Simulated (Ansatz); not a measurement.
# Tc of LuAs (Fm-3m) from its phonons, part 2 of 2

Wanted: λ, ω_log and Tc of LuAs (Fm-3m). The cell shown first is a relaxed one, from steps not shown here.

Ansatz 0.2.0; DFT PBEsol, scalar-relativistic, plane waves, PAW.

So far, coupling constant λ: step 2 (electron–phonon run: q 2×2×2, k 8×8×8, scattering 12×12×12) 0.105. Also log mean phonon energy ħω_log (meV): step 2 17.9.

## 3. Coupling and resistivity: q 3×3×3, k 9×9×9, scattering 12×12×12

The next rung changes the q mesh, which sets the reach of the force constants and couplings; the k mesh of the density and its response.

Contents of input.yaml:

```yaml
crystal:
  lattice:
    - [0.0, 2.8047991491, 2.8047991491]
    - [2.8047991491, 0.0, 2.8047991491]
    - [2.8047991491, 2.8047991491, 0.0]
  atoms:
    - { symbol: Lu, position: [0.5, 0.5, 0.5] }
    - { symbol: As, position: [0.0, 0.0, 0.0] }
kpoints:
  mp_grid: { grid: [9, 9, 9] }
hamiltonian:
  xc: pbesol
scf:
  occupations: { method: methfessel_paxton, width: 0.2 }
output:
  eigenvalues: true
phonons:
  method: dfpt
  qmesh: [3, 3, 3]
  temperatures: { t_max: 1000, t_step: 50 }
  qpath:
    path:
      - [[0.0, 0.0, 0.0], [0.5, 0.0, 0.5], [0.625, 0.25, 0.625]]
      - [[0.375, 0.375, 0.75], [0.0, 0.0, 0.0], [0.5, 0.5, 0.5], [0.5, 0.25, 0.75], [0.5, 0.0, 0.5]]
    npoints: 10
  electrical_resistivity:
    mesh: [12, 12, 12]
    temperatures: [20.0, 50.0, 80.0, 100.0, 150.0, 200.0, 273.0, 300.0, 400.0, 500.0, 600.0, 800.0]
  superconductivity: { mesh: [12, 12, 12] }
```

Run with:

```sh
> ansatz run input.yaml --threads 4 --pin off --max-ram 10240MiB --backend cpu --events-out ev --progress --plain --runs-dir out
```

Numbers of over 12 decimals in the logs are rounded to 6 here.

What it wrote:

```text
[...]
Crystal: 2 atoms, lattice volume = 44.130 Å³
Basis set: ecut = 420 eV, 869 PW (Γ), exchange–correlation on 54×54×54 points (8 copies of the dense FFT grid, shifted against one another)
Bands: 24, of which v1, the nominal top of the filled ones, is band 20 counted from 1 (19 counted from 0)
Symmetry: 48 space group operations
k-points: 35 of 729
[...]
SCF iter   1: F=—  HF=-19427.444314 eV  |F-HF|=—  |Δ(HF+E_count)|=         —  Δρ=1.64e-3  dr2=1.20e-3  ethr=1.77e-3  ⟨swp⟩=5.4  Hψ=3962  notcnv=0
[...]
SCF iter  11: F=-19427.441982 eV  HF=-19427.441982 eV  |F-HF|=0.00e0  |Δ(HF+E_count)|=  7.28e-12  S|Δr|=    0.00e0  Δρ=2.80e-8  dr2=2.45e-13  ethr=1.00e-12  ⟨swp⟩=7.7  Hψ=5254  notcnv=0
SCF 1 converged in 11 iterations: F = -19427.441982 eV  dr2 = 2.45e-13
[...]
SCF iter   2: F=-19427.441982 eV  HF=-19427.441982 eV  |F-HF|=0.00e0  |Δ(HF+E_count)|=   4.13e-6  S|Δr|=    0.00e0  Δρ=1.20e-7  dr2=1.71e-12  ethr=1.00e-12  ⟨swp⟩=9.1  Hψ=5291  notcnv=0
SCF 2 converged in 2 iterations: F = -19427.441982 eV  dr2 = 1.71e-12
[...]
NSCF: frozen V_eff on 35 k-points
[...]
SCF iter   1: F=—  HF=-19427.444314 eV  |F-HF|=—  |Δ(HF+E_count)|=         —  Δρ=1.64e-3  dr2=1.20e-3  ethr=1.77e-3  ⟨swp⟩=5.4  Hψ=3962  notcnv=0
[...]
SCF iter  11: F=-19427.441982 eV  HF=-19427.441982 eV  |F-HF|=0.00e0  |Δ(HF+E_count)|=  7.28e-12  S|Δr|=    0.00e0  Δρ=2.80e-8  dr2=2.44e-13  ethr=1.00e-12  ⟨swp⟩=4.0  Hψ=2932  notcnv=0
SCF 3 converged in 11 iterations: F = -19427.441982 eV  dr2 = 2.44e-13
[...]
SCF converged after 11 iterations
[...]
Free energy (F): -19427.441982 eV
[...]
Internal energy: -19427.441308 eV  (E = F + TS)
E sigma→0 (E₀):  -19427.441814 eV
Entropy (-TS):   -0.000674 eV (-0.337 meV/atom)
Fermi energy:    13.939250 eV
[...]
--- Band table (eV; the first three rows and the last of 35) ---
  k-point 0: bands = [... 16 lower, 9.2694, 14.6482, 14.6482, 14.6482, 15.4052, 15.4052, 15.4052, 16.3726]
  k-point 1: bands = [... 16 lower, 9.2696, 13.2667, 13.8549, 13.8549, 15.7093, 15.7093, 15.8013, 17.3147]
  k-point 2: bands = [... 16 lower, 9.2701, 11.4774, 12.8774, 12.8774, 16.0270, 16.3068, 16.3068, 18.9966]
  k-point 34: bands = [... 16 lower, 9.2677, 10.5808, 11.2506, 11.5294, 16.5774, 17.1005, 17.9110, 19.1450]
[...]
ASR residual: 1.935e-5 → 0.000e0 eV/Å²; symmetrization residual: 2.341e-7 eV/Å²
  ASR residual per site (eV/Å²): 6.36e-7 1.94e-5
  Γ frequencies (cm⁻¹): 0.00 0.00 0.00 177.17 177.17 177.17
--- Phonons (arbitrary-q DFPT): 4 irreducible q on the 3×3×3 mesh ---
[...]
interpolated dispersion: 62 rows × 6 modes
[...]
--- Electrical resistivity: potentials and phonons of a 3×3×3 supercell ---
[...]
at the Fermi level of each mesh (of a tensor a third of its trace):
[...]
12×12×12                     0.1071              2.6739    0.1047    0.1122          18.351
          6×6×6                     0.1397              2.2314    0.1258    0.1282          19.536
          3×3×3                     0.1820              1.9472    0.1060    0.1177          18.244
  resistivity on the deck's mesh, µΩ·cm:
[...]
20.00     3.0367e-2              no     3.0367e-2     3.0367e-2     3.0368e-2       5.1104e-2         3.9083e-2
     50.00     5.9412e-1              no     5.9412e-1     5.9412e-1     5.9412e-1       8.4768e-1         5.9401e-1
     80.00      2.2401e0              no      2.2401e0      2.2401e0      2.2401e0        2.6868e0          2.1502e0
    100.00      3.6845e0              no      3.6845e0      3.6845e0      3.6845e0        4.1299e0          3.5075e0
    150.00      7.4230e0              no      7.4230e0      7.4230e0      7.4230e0        7.7731e0          7.0191e0
    200.00      1.0975e1              no      1.0975e1      1.0975e1      1.0975e1        1.1286e1          1.0365e1
    273.00      1.5909e1              no      1.5909e1      1.5909e1      1.5908e1        1.6240e1          1.5022e1
    300.00      1.7692e1              no      1.7692e1      1.7692e1      1.7692e1        1.8042e1          1.6706e1
    400.00      2.4193e1              no      2.4193e1      2.4193e1      2.4193e1        2.4641e1          2.2850e1
    500.00      3.0611e1              no      3.0611e1      3.0611e1      3.0611e1        3.1187e1          2.8916e1
    600.00      3.6979e1              no      3.6979e1      3.6979e1      3.6979e1        3.7708e1          3.4931e1
    800.00      4.9581e1              no      4.9581e1      4.9581e1      4.9581e1        5.0683e1          4.6820e1
[...]
Hall coefficient in a weak field at 50 K (a third of the trace): 2.144e-9 m³/C (as a tensor it moves by 0.6 % between the two finest meshes); by each state's relaxation time: 1.357e-9 m³/C; by a constant relaxation time: (none: it, or that of a finer mesh, parts from a neighbouring mesh's by over half of the finer one's)
[...]
vibrations of 27 cells: unjudged by the run; compare a larger repeat
[...]
--- Superconductivity: potentials and phonons of a 3×3×3 supercell ---
           mesh         λ    ħω_log (meV)  μ* declared at (meV)
       12×12×12    0.1047          18.351               20.579
          6×6×6    0.1258          19.536               21.094
          3×3×3    0.1060          18.244               19.437
  λ by the species' shares of the modes' patterns: Lu 0.0348, As 0.0699
[...]
0.08      0.000         0.000    none_found    none_found    none_found    none_found     none_found
      0.10          -             -    none_found    none_found    none_found    none_found     none_found
      0.12          -             -    none_found    none_found    none_found    none_found     none_found
      0.13          -             -    none_found    none_found    none_found    none_found     none_found
      0.14          -             -    none_found    none_found    none_found    none_found     none_found
      0.16          -             -    none_found    none_found    none_found    none_found     none_found
      0.20          -             -    none_found    none_found    none_found    none_found     none_found
  none_found: no transition down to 0.1 K
[...]
vibrations of 27 cells: unjudged by the run; compare a larger repeat
[...]
```

It took 4.4 min on 4 threads of Arm Neoverse V1, shared host; peak memory 3.5 GiB.

Numbers from this step:

```
zero point energy                                 : 0.05139 eV/cell
highest frequency, solved or plainly interpolated : 209.8 cm⁻¹
Debye temperature (second moment)                 : 273 K
resistivity at 300 K                              : 17.69 μΩ cm
coupling constant λ                               : 0.1047
density of states at the Fermi level              : 0.1071 states/eV a spin and cell
log mean phonon energy ħω_log                     : 18.35 meV
transport coupling constant λ_tr                  : 0.1122, 0.1122, 0.1122 (xx, yy, zz)
Drude plasma energy                               : 2.674, 2.674, 2.674 eV (xx, yy, zz)
resistivity times mean free path                  : 53.4, 53.4, 53.4 × 10⁻¹⁶ Ω m² (xx, yy, zz)
second-moment phonon energy ħω₂                   : 20.58 meV
coupling λ by branch                              : 0.00568, 0.00618, 0.0114, 0.0387, 0.0227, 0.0201 (branches by rank of frequency)
```

An empty cell: under 1 mK by a formula, or no transition down to the floor of the Eliashberg search. Transition temperatures:

```csv
μ*,McMillan Tc (K),Allen–Dynes Tc (K)
0.08,-,-
0.1,-,-
0.12,-,-
0.13,-,-
0.14,-,-
0.16,-,-
0.2,-,-
```

The value for the coupling constant λ stays at 0.105, as in step 2 (changed since: k-mesh 9×9×9 and q mesh 3×3×3).

## 4. Coupling and resistivity: q 4×4×4, k 12×12×12, scattering 16×16×16

The next rung changes the q mesh, which sets the reach of the force constants and couplings; the k mesh of the density and its response; the scattering mesh, which samples the Fermi surface.

input.yaml, the sections that differ from step 3:

```yaml
kpoints:
  mp_grid: { grid: [12, 12, 12] }
phonons:
  method: dfpt
  qmesh: [4, 4, 4]
  temperatures: { t_max: 1000, t_step: 50 }
  qpath:
    path:
      - [[0.0, 0.0, 0.0], [0.5, 0.0, 0.5], [0.625, 0.25, 0.625]]
      - [[0.375, 0.375, 0.75], [0.0, 0.0, 0.0], [0.5, 0.5, 0.5], [0.5, 0.25, 0.75], [0.5, 0.0, 0.5]]
    npoints: 10
  electrical_resistivity:
    mesh: [16, 16, 16]
    temperatures: [20.0, 50.0, 80.0, 100.0, 150.0, 200.0, 273.0, 300.0, 400.0, 500.0, 600.0, 800.0]
  superconductivity: { mesh: [16, 16, 16] }
# crystal, hamiltonian, scf, output: as in step 3
```

What it wrote:

```text
[...]
Crystal: 2 atoms, lattice volume = 44.130 Å³
Basis set: ecut = 420 eV, 869 PW (Γ), exchange–correlation on 54×54×54 points (8 copies of the dense FFT grid, shifted against one another)
Bands: 24, of which v1, the nominal top of the filled ones, is band 20 counted from 1 (19 counted from 0)
Symmetry: 48 space group operations
k-points: 72 of 1728
[...]
SCF iter   1: F=—  HF=-19427.446009 eV  |F-HF|=—  |Δ(HF+E_count)|=         —  Δρ=1.71e-3  dr2=1.41e-3  ethr=1.77e-3  ⟨swp⟩=5.4  Hψ=8239  notcnv=0
[...]
SCF iter   9: F=-19427.443518 eV  HF=-19427.443518 eV  |F-HF|=3.64e-12  |Δ(HF+E_count)|=  1.82e-11  S|Δr|=    0.00e0  Δρ=1.13e-7  dr2=1.65e-12  ethr=1.00e-12  ⟨swp⟩=8.1  Hψ=11423  notcnv=0
SCF 1 converged in 9 iterations: F = -19427.443518 eV  dr2 = 1.65e-12
[...]
SCF iter   2: F=-19427.443518 eV  HF=-19427.443518 eV  |F-HF|=1.46e-11  |Δ(HF+E_count)|=   1.38e-6  S|Δr|=    0.00e0  Δρ=2.05e-7  dr2=9.25e-12  ethr=1.00e-12  ⟨swp⟩=5.5  Hψ=12002  notcnv=0
SCF 2 converged in 2 iterations: F = -19427.443518 eV  dr2 = 9.25e-12
[...]
SCF iter   1: F=—  HF=-19427.446009 eV  |F-HF|=—  |Δ(HF+E_count)|=         —  Δρ=1.71e-3  dr2=1.41e-3  ethr=1.77e-3  ⟨swp⟩=5.4  Hψ=8239  notcnv=0
[...]
SCF iter   9: F=-19427.443518 eV  HF=-19427.443518 eV  |F-HF|=0.00e0  |Δ(HF+E_count)|=  1.82e-11  S|Δr|=    0.00e0  Δρ=1.13e-7  dr2=1.66e-12  ethr=1.00e-12  ⟨swp⟩=4.9  Hψ=6383  notcnv=0
SCF 3 converged in 9 iterations: F = -19427.443518 eV  dr2 = 1.66e-12
[...]
SCF converged after 9 iterations
[...]
Free energy (F): -19427.443518 eV
[...]
Internal energy: -19427.444286 eV  (E = F + TS)
E sigma→0 (E₀):  -19427.443710 eV
Entropy (-TS):   0.000768 eV (0.384 meV/atom)
Fermi energy:    13.909202 eV
[...]
--- Band table (eV; the first three rows and the last of 72) ---
  k-point 0: bands = [... 16 lower, 9.2702, 14.6459, 14.6459, 14.6459, 15.4055, 15.4055, 15.4055, 16.3727]
  k-point 1: bands = [... 16 lower, 9.2703, 13.7134, 14.1156, 14.1156, 15.6061, 15.6061, 15.7293, 16.9581]
  k-point 2: bands = [... 16 lower, 9.2706, 12.3538, 13.3393, 13.3393, 15.9055, 15.9692, 15.9692, 18.1219]
  k-point 71: bands = [... 16 lower, 9.2698, 11.0886, 11.0886, 11.1636, 17.0149, 17.0149, 17.3950, 19.1658]
[...]
ASR residual: 1.049e-4 → 0.000e0 eV/Å²; symmetrization residual: 1.466e-7 eV/Å²
  ASR residual per site (eV/Å²): 3.54e-5 1.05e-4
  Γ frequencies (cm⁻¹): 0.00 0.00 0.00 175.67 175.67 175.67
--- Phonons (arbitrary-q DFPT): 8 irreducible q on the 4×4×4 mesh ---
[...]
interpolated dispersion: 62 rows × 6 modes
[...]
--- Electrical resistivity: potentials and phonons of a 4×4×4 supercell ---
[...]
at the Fermi level of each mesh (of a tensor a third of its trace):
[...]
16×16×16                     0.1182              2.8786    0.1181    0.1274          18.108
          8×8×8                     0.1158              2.4910    0.1126    0.1176          18.906
          4×4×4                     0.1177              1.9084    0.1086    0.1139          18.793
  resistivity on the deck's mesh, µΩ·cm:
[...]
20.00     3.7255e-2              no     3.7255e-2     3.7255e-2     3.7255e-2       5.8668e-2         4.7963e-2
     50.00     6.0057e-1              no     6.0057e-1     6.0057e-1     6.0057e-1       8.3272e-1         6.0497e-1
     80.00      2.2053e0              no      2.2053e0      2.2053e0      2.2053e0        2.6264e0          2.1255e0
    100.00      3.6174e0              no      3.6174e0      3.6174e0      3.6174e0        4.0364e0          3.4506e0
    150.00      7.2822e0              no      7.2822e0      7.2822e0      7.2822e0        7.5992e0          6.8828e0
    200.00      1.0766e1              no      1.0766e1      1.0766e1      1.0766e1        1.1033e1          1.0153e1
    273.00      1.5594e1              no      1.5594e1      1.5594e1      1.5594e1        1.5860e1          1.4691e1
    300.00      1.7332e1              no      1.7332e1      1.7332e1      1.7332e1        1.7610e1          1.6326e1
    400.00      2.3641e1              no      2.3641e1      2.3641e1      2.3641e1        2.3987e1          2.2261e1
    500.00      2.9824e1              no      2.9824e1      2.9824e1      2.9824e1        3.0265e1          2.8078e1
    600.00      3.5924e1              no      3.5924e1      3.5924e1      3.5924e1        3.6482e1          3.3816e1
    800.00      4.7954e1              no      4.7954e1      4.7954e1      4.7954e1        4.8806e1          4.5125e1
[...]
vibrations of 64 cells: unjudged by the run; compare a larger repeat
[...]
--- Superconductivity: potentials and phonons of a 4×4×4 supercell ---
           mesh         λ    ħω_log (meV)  μ* declared at (meV)
       16×16×16    0.1181          18.108               20.563
          8×8×8    0.1126          18.906               20.869
          4×4×4    0.1086          18.793               20.318
  λ by the species' shares of the modes' patterns: Lu 0.0388, As 0.0793
[...]
0.08      0.000         0.000    none_found    none_found    none_found    none_found     none_found
      0.10      0.000         0.000    none_found    none_found    none_found    none_found     none_found
      0.12          -             -    none_found    none_found    none_found    none_found     none_found
      0.13          -             -    none_found    none_found    none_found    none_found     none_found
      0.14          -             -    none_found    none_found    none_found    none_found     none_found
      0.16          -             -    none_found    none_found    none_found    none_found     none_found
      0.20          -             -    none_found    none_found    none_found    none_found     none_found
  none_found: no transition down to 0.1 K
[...]
vibrations of 64 cells: unjudged by the run; compare a larger repeat
[...]
```

Elapsed: 22 min, on 4 threads; peak memory 8 GiB.

This step gave:

```
zero point energy                                 : 0.05161 eV/cell
highest frequency, solved or plainly interpolated : 209.2 cm⁻¹
Debye temperature (second moment)                 : 274 K
resistivity at 300 K                              : 17.33 μΩ cm
coupling constant λ                               : 0.1181
density of states at the Fermi level              : 0.1182 states/eV a spin and cell
log mean phonon energy ħω_log                     : 18.11 meV
transport coupling constant λ_tr                  : 0.1274, 0.1274, 0.1274 (xx, yy, zz)
Drude plasma energy                               : 2.879, 2.879, 2.879 eV (xx, yy, zz)
resistivity times mean free path                  : 46.82, 46.82, 46.82 × 10⁻¹⁶ Ω m² (xx, yy, zz)
second-moment phonon energy ħω₂                   : 20.56 meV
coupling λ by branch                              : 0.00711, 0.00678, 0.0115, 0.0443, 0.024, 0.0244 (branches by rank of frequency)
```

An empty cell: under 1 mK by a formula, or no transition down to the floor of the Eliashberg search. Transition temperatures:

```csv
μ*,McMillan Tc (K),Allen–Dynes Tc (K)
0.08,-,-
0.1,-,-
0.12,-,-
0.13,-,-
0.14,-,-
0.16,-,-
0.2,-,-
```

Eliashberg function α²F against phonon energy; read off at these points:

```csv
phonon energy (meV),α²F,α²F tr
1.00,0,0
1.50,1.0e-4,0
2.00,5.0e-4,1.5e-4
2.50,0.00110,5.0e-4
3.00,0.00155,8.5e-4
3.50,0.0024,0.00180
4.00,0.00270,0.00236
4.50,0.00310,0.00300
5.00,0.00355,0.00356
5.50,0.00411,0.00441
6.00,0.00481,0.00556
6.50,0.00561,0.00681
7.00,0.00611,0.00781
7.50,0.00670,0.00891
8.00,0.00726,0.00992
8.50,0.00907,0.0127
9.00,0.0214,0.0292
9.50,0.0218,0.0269
10.00,0.0192,0.0237
10.50,0.0144,0.0171
11.00,0.0157,0.0192
11.50,0.0106,0.0133
12.00,0.00833,0.00971
12.50,0.00811,0.0088
13.00,0.00882,0.00891
13.50,0.0101,0.00963
14.00,0.0149,0.0133
14.50,0.00826,0.00758
15.00,0.00436,0.00478
15.50,0.00217,0.00277
16.00,0.00141,0.00196
16.50,1.8e-4,2.8e-4
17.00,0,0
17.50,0,0
18.00,0,0
18.50,0,0
19.00,0,0
19.50,0,0
20.00,0,0
20.50,0,0
21.00,0,0
21.50,0.0424,0.0474
22.00,0.667,0.651
22.28,0.796,0.779
22.50,0.589,0.632
23.00,0.217,0.223
23.50,0.157,0.172
24.00,0.181,0.204
24.50,0.150,0.192
25.00,0.0433,0.0672
```

Table of Eliashberg function α²F by phonon energy; read off at these points:

```csv
phonon energy (meV),α²F,Lu,As
1.00,0,0,0
1.50,1.0e-4,1.0e-4,0
2.00,5.0e-4,3.5e-4,1.5e-4
2.50,0.00110,8.0e-4,3.0e-4
3.00,0.00155,0.00110,4.5e-4
3.50,0.0024,0.00170,7.0e-4
4.00,0.00270,0.00190,7.5e-4
4.50,0.00310,0.00230,8.0e-4
5.00,0.00355,0.00260,9.5e-4
5.50,0.00411,0.00300,0.0011
6.00,0.00481,0.00361,0.00125
6.50,0.00561,0.00421,0.0014
7.00,0.00611,0.00461,0.0015
7.50,0.00670,0.00510,0.0016
8.00,0.00726,0.00556,0.00165
8.50,0.00907,0.00706,0.00201
9.00,0.0214,0.0170,0.00442
9.50,0.0218,0.0175,0.00428
10.00,0.0192,0.0157,0.00355
10.50,0.0144,0.0119,0.00249
11.00,0.0157,0.0131,0.00256
11.50,0.0106,0.00904,0.00159
12.00,0.00833,0.00709,0.00124
12.50,0.00811,0.00701,0.0011
13.00,0.00882,0.00772,0.001
13.50,0.0101,0.00915,9.9e-4
14.00,0.0149,0.0141,8.4e-4
14.50,0.00826,0.00776,4.9e-4
15.00,0.00436,0.00406,2.4e-4
15.50,0.00217,0.00198,1.0e-4
16.00,0.00141,0.00141,4.3e-5
16.50,1.8e-4,1.8e-4,0
17.00,0,0,0
17.50,0,0,0
18.00,0,0,0
18.50,0,0,0
19.00,0,0,0
19.50,0,0,0
20.00,0,0,0
20.50,0,0,0
21.00,0,0,0
21.50,0.0424,0.00748,0.0349
22.00,0.667,0.130,0.537
22.28,0.796,0.159,0.637
22.50,0.589,0.122,0.467
23.00,0.217,0.0448,0.172
23.50,0.157,0.0295,0.127
24.00,0.181,0.0311,0.150
24.50,0.150,0.0278,0.122
25.00,0.0433,0.00919,0.0341
```

Twice the integral of α²F/ω over this curve gives λ = 0.12, half of it from below 22.3 meV. The Eliashberg function α²F (α²F) has its highest peak at 22.3 meV.

## 5. Outcome

```json
{"meshes": "q 4×4×4, k 12×12×12, scattering 16×16×16", "coupling constant λ": "0.118", "log mean phonon energy ħω_log": "18.1 meV"}
```

What this shows: In the last run (PBEsol, q 4×4×4, k 12×12×12, scattering 16×16×16), with λ = 0.12 and ħω_log = 18.1 meV, Tc at μ* = 0.13 is under 1 mK by the formulas. In that run Allen and Dynes's formula gives no transition above 0.05 K at μ* = 0.10 or more. By the run's own test λ is not converged in the fine mesh: it moves by 5 % between the two finest, and by up to 20 % in the other runs. The run's transport test calls it not converged in the mesh; ρ(300 K) moves by 23 % in the component that moves most. Over the runs, λ takes the values 0.105, 0.105 and 0.118, in the order shown. μ* is a typed number, phonons are harmonic, and spin fluctuations are left out; with λ this near or under μ*(1 + 0.62 λ), the formulas give Tc only to its order of magnitude, or none.

[Logs are printed without paths, hosts, clocks, repeated set-up lines and the standing remarks that a program may print on its own settings, such as how far it seeks lower states.]

[Hosts, paths, dates, database ids (printed as entryN), source tags and the programs' standing remarks are cut or masked in the printed files.]
